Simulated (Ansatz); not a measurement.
## SiC(111) slab, H on both faces: how far the smearing width must go

A convergence test: the same geometry at several values of the smearing width.

Program: Ansatz 0.2.0. Level of theory: Kohn-Sham DFT, PBE+D4, PAW, plane waves. Results are calculated unless marked as measured.

## 1. Starting point

The cell holds 250 atoms: 100 Si, 100 C and 50 H. Cell: a = 15.415 Å, b = 15.415 Å, c = 20.751 Å, α = 90.0°, β = 90.0°, γ = 60.0°. Zinc-blende SiC (a = 4.36 A), (111) slab of 8 atomic planes, 5 x 5 surface cells, H on the broken bonds of both faces, 10 A of vacuum; displaced by a Gaussian of 0.02 A. Regions: slab, 200 atoms (100 Si and 100 C); hydrogen, 50 atoms (50 H). Vacuum lies along c.

## 2. Running it

The script builds the cell with ASE, from fixed seeds where it draws at random, so the run can be repeated from this text alone. The cell is 13.3 Å or more across in its periodic directions, and the Γ point alone is taken as a first sampling. A dispersion term (D4) is added as well, though little in this cell is weakly bound. No cutoff is typed, so the potentials' recommended one is used (420 eV). The narrowest smearing is the reference; the free energy moves with the width through its entropy term.

Contents of test_settings.py:

```python
import time
import numpy as np
from ase import Atoms
from ase.build import bulk, make_supercell, surface
from ase.neighborlist import neighbor_list
import ansatz as az

u = bulk('SiC', 'zincblende', a=4.36)
u.positions += np.array([0.2, 0.2, 0.2]) @ u.cell[:]; u.wrap(eps=1e-6)
full = surface(u, [1, 1, 1], 6, vacuum=5)
full.set_cell(full.cell.cellpar(), scale_atoms=True)  # standard orientation
full.set_tags(0)
full = make_supercell(full, [[5, 0, 0], [0, 5, 0], [0, 0, 1]])
full.set_cell(full.cell.cellpar(), scale_atoms=True)  # standard orientation
z = full.positions[:, 2] - full.positions[:, 2].min()
keep = (z > 2.42) & (z < 10.8)
i, j, D = neighbor_list('ijD', full, 2.17)
miss = keep[i] & ~keep[j]
bond = {'Si': 1.48, 'C': 1.09}
caps = [full.positions[a] + d / np.linalg.norm(d) * bond[full[a].symbol] for a, d in zip(i[miss], D[miss])]
atoms = full[keep] + Atoms('H' * len(caps), caps)
atoms.set_tags([0] * keep.sum() + [1] * len(caps))
atoms.center(vacuum=5, axis=2); atoms.pbc = True
atoms.rattle(0.02, seed=95157)
atoms.wrap()
print(f"{len(atoms)} atoms ({atoms.get_chemical_formula()}), volume {atoms.get_volume():.1f} A^3")

base = (
    az.Crystal.from_ase(atoms)
    .calculation()
    .functional("pbe", dispersion="d4")
    .kpoints(1, 1, 1)
    .forces()
    .band_table()
)

def gap_of(report):
    e = np.concatenate(report["eigenvalues_ev"]); f = np.concatenate(report["occupations"])
    f = f / f.max()  # a half-filled level counts on both sides, so the gap is then zero
    return e[f > 0.3].max(), e[f < 0.7].min()

rows = []
for width in [0.5, 0.3, 0.2, 0.1, 0.05, 0.02]:
    start = time.time()
    try:
        r = base.occupations("gaussian", width=width).run(threads=4).report
    except az.AnsatzError as error:
        print(width, 'failed:', str(error)[:110])
        continue
    homo, lumo = gap_of(r)
    rows.append((width, r['free_energy_ev'] / len(atoms), np.array(r['forces_ev_ang']), max(lumo - homo, 0), np.nan, r['n_iterations'], time.time() - start))
    print(width, f"F = {r['free_energy_ev']:.4f} eV, {r['n_iterations']} iterations, {time.time() - start:.0f} s", flush=True)

ref = rows[-1]
scale = np.sqrt(np.mean(ref[2] ** 2))
print(f"r.m.s. force of the reference: {scale:.3f} eV/A")
print("   width  dE (meV/atom)  dF rms (meV/A)  dF (%)  gap (eV)  iter  time (s)")
for name, e, f, gap, p, n, t in rows:
    df = np.sqrt(np.mean((f - ref[2]) ** 2))
    print(f"{str(name):>8s} {1000 * (e - ref[1]):14.2f} {1000 * df:15.2f} {100 * df / scale:7.2f} {gap:9.3f} {n:5d} {t:9.1f}")
```

Run with:

```bash
python test_settings.py
```

What it wrote:

```text
250 atoms (C100H50Si100), volume 4270.3 A^3
DeckWarning: basis.ecutwfc = 420 eV, auto-derived from the records' recommended cutoffs: set by Si (normal level)
0.5 F = -89563.4853 eV, 9 iterations, 127 s
0.3 F = -89563.4821 eV, 9 iterations, 101 s
0.2 F = -89563.4821 eV, 9 iterations, 101 s
0.1 F = -89563.4821 eV, 9 iterations, 91 s
0.05 F = -89563.4821 eV, 9 iterations, 88 s
0.02 F = -89563.4821 eV, 9 iterations, 89 s
r.m.s. force of the reference: 0.693 eV/A
   width  dE (meV/atom)  dF rms (meV/A)  dF (%)  gap (eV)  iter  time (s)
     0.5          -0.01            1.56    0.23     1.957     9     127.1
     0.3          -0.00            0.01    0.00     1.952     9     101.1
     0.2          -0.00            0.00    0.00     1.952     9     100.6
     0.1           0.00            0.00    0.00     1.952     9      91.0
    0.05           0.00            0.00    0.00     1.952     9      88.4
    0.02           0.00            0.00    0.00     1.952     9      89.0
```

Elapsed: 10 min, on 4 threads of Arm Neoverse V1, shared host; peak memory 6.7 GiB.

## 3. What came out

```yaml
reference_run: 0.02, 89 s
r_m_s_force_component_of_the_reference: 0.693 eV/Å
largest_r_m_s_force_difference: 1.56 meV/Å (0.5)
smallest_r_m_s_force_difference: 0.00146 meV/Å (0.05)
energy_differences: -0.0130 to 0 meV/atom
```

In words: Widths up to 0.5 eV keep the forces within 1 % of those at the narrowest. That holds here because a gap keeps the occupations nearly whole; it need not in a metal. No dipole correction is set, which matters where the two faces of the slab differ.

[Logs are printed without paths, hosts, clocks, repeated set-up lines and the standing remarks that a program may print on its own settings, such as how far it seeks lower states.]

[Hosts, paths, dates, database ids (printed as entryN), source tags and the programs' standing remarks are cut or masked in the printed files.]

[Scripts of this kind were picked in part by their result: those with far moves, changed bonds, near-zero gaps or large misses at database cells are mostly left out.]
